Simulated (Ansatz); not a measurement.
# MgSi (P4/mmm): Grüneisen parameters, part 2 of 2

Aim: how the phonons of MgSi (P4/mmm) shift with volume, and the thermal expansion that follows.

Ansatz 0.2.0; DFT PBEsol, scalar-relativistic, plane waves, norm-conserving pseudopotentials.

So far, highest frequency on the path or at a solved wavevector (cm⁻¹): step 2 (response at finite wavevector) 334; step 4 (phonons at the other volume, volume ratio 0.97) 351.

**5. Relaxing at another volume, volume ratio 1.03**

The volume is scaled by 1.03 and held, while shape and atoms relax as far as symmetry allows. The modes can then be followed against volume.

Contents of input.yaml:

```yaml
crystal:
  lattice:
    - [2.9670063675, 0.0, 0.0]
    - [0.0, 2.9670063675, 0.0]
    - [0.0, 0.0, 3.996846088]
  atoms:
    - { symbol: Mg, position: [0.0, 0.0, 0.0] }
    - { symbol: Si, position: [0.5, 0.5, 0.5] }
kpoints:
  mp_grid: { grid: [16, 16, 12] }
hamiltonian:
  xc: pbesol
  pseudopotentials: { kind: nc }
scf:
  occupations: { method: methfessel_paxton, width: 0.15 }
output:
  forces: true
  stress: true
  eigenvalues: true
relax:
  adjacent_minimum: "off"
  f_tol: 0.001
  max_steps: 60
  cell: { stress_tol: 0.01, fix: [volume] }
```

Run with:

```bash
ansatz run input.yaml --threads 4 --pin off --max-ram 7168MiB --backend cpu --events-out ev --progress --plain --runs-dir out
```

Numbers of over 12 decimals in the logs are rounded to 6 here.

Output:

```text
[...]
Crystal: 2 atoms, lattice volume = 35.185 Å³
Basis set: ecut = 1142.878222 eV, 3083 PW (Γ), exchange–correlation on 72×72×90 points (8 copies of the dense FFT grid, shifted against one another)
Bands: 11, of which v1, the nominal top of the filled ones, is band 7 counted from 1 (6 counted from 0)
Symmetry: 16 space group operations
[...]
k-points: 315 of 3072
[...]
k-point 314: bands = [... 3 lower, -34.6699, 4.4584, 5.8190, 5.8190, 7.2731, 9.1973, 9.1973, 9.3275]
--- Relaxed structure (4 steps of the walk, 4 accepted, 1 SCFs on fresh bases) ---
[...]
cell:  # Å, volume = 35.1847 Å³
    - [2.978557, 0, 0.0]
    - [0, 2.978557, 0.0]
    - [0.0, 0.0, 3.965908]
  atoms:
    - { symbol: Mg, position: [0, 0, 0.0] }
    - { symbol: Si, position: [0.5, 0.5, 0.500000] }
[key lines of the parts left out:]
SCF converged after 5 iterations
Free energy (F): -1728.809051 eV
Fermi energy:    8.050946 eV
P = ⅓ Tr σ = -1.7333 GPa (-17.333 kbar)
```

Run time: 28 s. Hardware: 4 threads of Arm Neoverse V2, shared host; peak memory 0.71 GiB; 1.8 min of CPU time.

Step by step:

```csv
step,energy less that of the first step (eV),largest force component (eV/Å),pressure (GPa),volume (Å³)
1,0.0000,0.0000,-1.86,35.18
2,-0.0004,0.0000,-1.79,35.18
3,-0.0004,0.0000,-1.73,35.18
4,-0.0004,0.0000,-1.73,35.18
5*,-0.0004,0.0000,-1.73,35.18
```

Relaxation steps marked * repeat the geometry before them on a plane-wave basis chosen anew for their cell, so energy and pressure can jump there.

Forces are held to the 16 operations that the run works with; a distortion that breaks them can't arise in this run.

```csv
"conventional cell, symmetrised",before,after,change
a (Å),2.967,2.979,+0.4 %
b (Å),2.967,2.979,+0.4 %
c (Å),3.997,3.966,-0.8 %
volume (Å³/atom),17.59,17.59,-0.0 %
```

The relaxed structure:

```xyz
2
Lattice="2.9786 0.0000 0.0000 0.0000 2.9786 0.0000 0.0000 0.0000 3.9659" Properties=species:S:1:pos:R:3 pbc="T T T"
Mg    0.0000    0.0000    0.0000
Si    1.4893    1.4893    1.9830
```

Numbers from this step:

* pressure: -1.733 GPa
* volume per atom: 17.59 Å³

**6. Phonons at the other volume, volume ratio 1.03**

The phonons are repeated at this volume on the same k and q meshes.

input.yaml, the sections that differ from step 5:

```yaml
crystal:
  lattice:
    - [2.9785565229, 0.0, 0.0]
    - [0.0, 2.9785565229, 0.0]
    - [0.0, 0.0, 3.9659084939]
  atoms:
    - { symbol: Mg, position: [0.0, 0.0, 0.0] }
    - { symbol: Si, position: [0.5, 0.5, 0.5] }
output:
  eigenvalues: true
phonons:
  method: dfpt
  qmesh: [2, 2, 2]
  temperatures: { t_max: 1000, t_step: 50 }
  qpath:
    path:
      - [[0.0, 0.0, 0.0], [0.0, 0.5, 0.0], [0.5, 0.5, 0.0], [0.0, 0.0, 0.0], [0.0, 0.0, 0.5], [0.0, 0.5, 0.5], [0.5, 0.5, 0.5], [0.0, 0.0, 0.5]]
      - [[0.0, 0.5, 0.0], [0.0, 0.5, 0.5]]
      - [[0.5, 0.5, 0.0], [0.5, 0.5, 0.5]]
    npoints: 10
# kpoints, hamiltonian, scf: as in step 5
# relax: removed
```

Output:

```text
[...]
Crystal: 2 atoms, lattice volume = 35.185 Å³
Basis set: ecut = 1142.878222 eV, 3113 PW (Γ), exchange–correlation on 72×72×90 points (8 copies of the dense FFT grid, shifted against one another)
Bands: 11, of which v1, the nominal top of the filled ones, is band 7 counted from 1 (6 counted from 0)
Symmetry: 16 space group operations
k-points: 315 of 3072
[...]
k-point 314: bands = [... 3 lower, -34.6699, 4.4584, 5.8190, 5.8190, 7.2731, 9.1973, 9.1973, 9.3275]
[...]
ASR residual: 9.216e-3 → 0.000e0 eV/Å²; symmetrization residual: 1.200e-5 eV/Å²
  ASR residual per site (eV/Å²): 9.22e-3 7.51e-5
  Γ frequencies (cm⁻¹): 0.00 0.00 0.00 195.98 195.98 282.13
--- Phonons (arbitrary-q DFPT): 6 irreducible q on the 2×2×2 mesh ---
[...]
interpolated dispersion: 93 rows × 6 modes
[...]
[key lines of the parts left out:]
SCF converged after 8 iterations
Free energy (F): -1728.809051 eV
Fermi energy:    8.050947 eV
```

Elapsed: 3.6 min, on 4 threads; peak memory 2 GiB.

This step gave:

```
sum-rule residual before enforcement                    : 0.009216 eV/Å²
lowest frequency on the path                            : -139.3 cm⁻¹
highest frequency on the path or at a solved wavevector : 318.5 cm⁻¹
highest optical mode at the zone centre (no LO-TO term) : 282.1 cm⁻¹
lowest optical zone-centre mode                         : 196.0 cm⁻¹
lowest mode on the q mesh (acoustic modes at Γ apart)   : -138.6 cm⁻¹
```

The highest optical mode at the zone centre (no LO-TO term) is 282.1 cm⁻¹, -16.2 cm⁻¹ against the base run.

**7. Grüneisen parameters**

The Grüneisen parameter of a mode is minus the logarithmic change of its frequency with volume, −d ln ω / d ln V; weighted by heat capacity it gives the expansion.

This step gave:

```yaml
bulk_modulus: 63 GPa
```

Phonon branches along the path, in cm⁻¹:

```csv
point,branch 1,branch 2,branch 3,branch 4,branch 5,branch 6
Γ,0,0,0,205,205,298
halfway,86,107,113,196,256,273
X,122,123,186,203,204,314
halfway,36,118,200,213,240,311
M,-72,-72,196,222,306,306
halfway,78,134,144,236,255,260
Γ,0,0,0,205,205,298
halfway,60,60,130,184,184,282
Z,113,113,141,141,224,234
halfway,-71,132,134,189,251,281
R,-133,127,149,208,266,334
halfway,-143,-18,226,230,232,319
A,-151,-151,193,263,293,293
halfway,-101,74,190,231,243,283
Z,113,113,141,141,224,234
jump to X,122,123,186,203,204,314
halfway,-72,125,168,208,245,323
R,-133,127,149,208,266,334
jump to M,-72,-72,196,222,306,306
halfway,-117,-117,194,244,299,299
A,-151,-151,193,263,293,293
```

The same for volume x 0.97:

```csv
point,branch 1,branch 2,branch 3,branch 4,branch 5,branch 6
Γ,0,0,0,216,216,316
X,128,140,193,216,219,329
M,-50,-50,207,229,322,322
Γ,0,0,0,216,216,316
Z,127,127,149,149,240,246
R,-125,133,154,217,284,351
A,-147,-147,204,275,307,307
Z,127,127,149,149,240,246
X,128,140,193,216,219,329
R,-125,133,154,217,284,351
M,-50,-50,207,229,322,322
A,-147,-147,204,275,307,307
```

The same for volume x 1.03:

| point | branch 1 | branch 2 | branch 3 | branch 4 | branch 5 | branch 6 |
| --- | --- | --- | --- | --- | --- | --- |
| Γ | 0 | 0 | 0 | 196 | 196 | 282 |
| X | 98 | 118 | 179 | 192 | 192 | 297 |
| M | -88 | -88 | 186 | 219 | 290 | 290 |
| Γ | 0 | 0 | 0 | 196 | 196 | 282 |
| Z | 96 | 96 | 134 | 134 | 205 | 221 |
| R | -139 | 123 | 145 | 200 | 250 | 318 |
| A | -136 | -136 | 184 | 252 | 279 | 279 |
| Z | 96 | 96 | 134 | 134 | 205 | 221 |
| X | 98 | 118 | 179 | 192 | 192 | 297 |
| R | -139 | 123 | 145 | 200 | 250 | 318 |
| M | -88 | -88 | 186 | 219 | 290 | 290 |
| A | -136 | -136 | 184 | 252 | 279 | 279 |

The first set of phonon branches as a text plot (rows in cm⁻¹):

```
    341 |                               **                 **
    320 |     *****                    *  ***           ***
    299 |**  *     *****    ****      *      ******          ****
    278 |  **      *    * **    *    *          ** **
    257 |   **          **       *  ******* ****  *  **   ***  **
    236 |  *      *     ****      ***      ***  ******** *   **
    215 |**   * ********  ****    **   *******  *** *  ******
    194 | **************    * **     **    *  **   * *  *    ****
    173 |      **       *       **  *     *         *    *
    152 |    * *         *         *   ***           **   ***
    131 |   ***  *       ***    * ********             ******
    111 |  *****  *     * *       ***     *          ****
     90 |  **   *          **  * *         *        *
     69 | **     *      *****   *   *              *  *
     48 | *        *        **
     27 |*        *    *     ***                     *
      6 |                     *
    -15 |                                                *
    -36 |              *                          *
    -57 |          ** *
    -78 |           **               *      *       *        *
    -99 |                             *          * *      *
   -120 |                              *     *  * *        *  *
   -140 |                               **********          *  **
         Γ     X     M        Γ   Z     R      A      Z|X  R|M  A
```

**8. Results**

```yaml
bulk_modulus: 63 GPa
```

In words: No expansion is given, because modes are imaginary at one volume or more. The highest optical mode at Γ goes from 316 to 282 cm⁻¹ as the cell grows, a Grüneisen parameter of 1.87. Branches are matched by rank, so values near crossings are rough. The q mesh stands for a supercell only 5.9 Å across, so branches between the solved wavevectors are rough. With no gap, or one that is small against the smearing, the frequencies hang on the k mesh and the smearing, most of all near Kohn anomalies.

[Logs are printed without paths, hosts, clocks, repeated set-up lines and the standing remarks that a program may print on its own settings, such as how far it seeks lower states.]

[Hosts, paths, dates, database ids (printed as entryN), source tags and the programs' standing remarks are cut or masked in the printed files.]
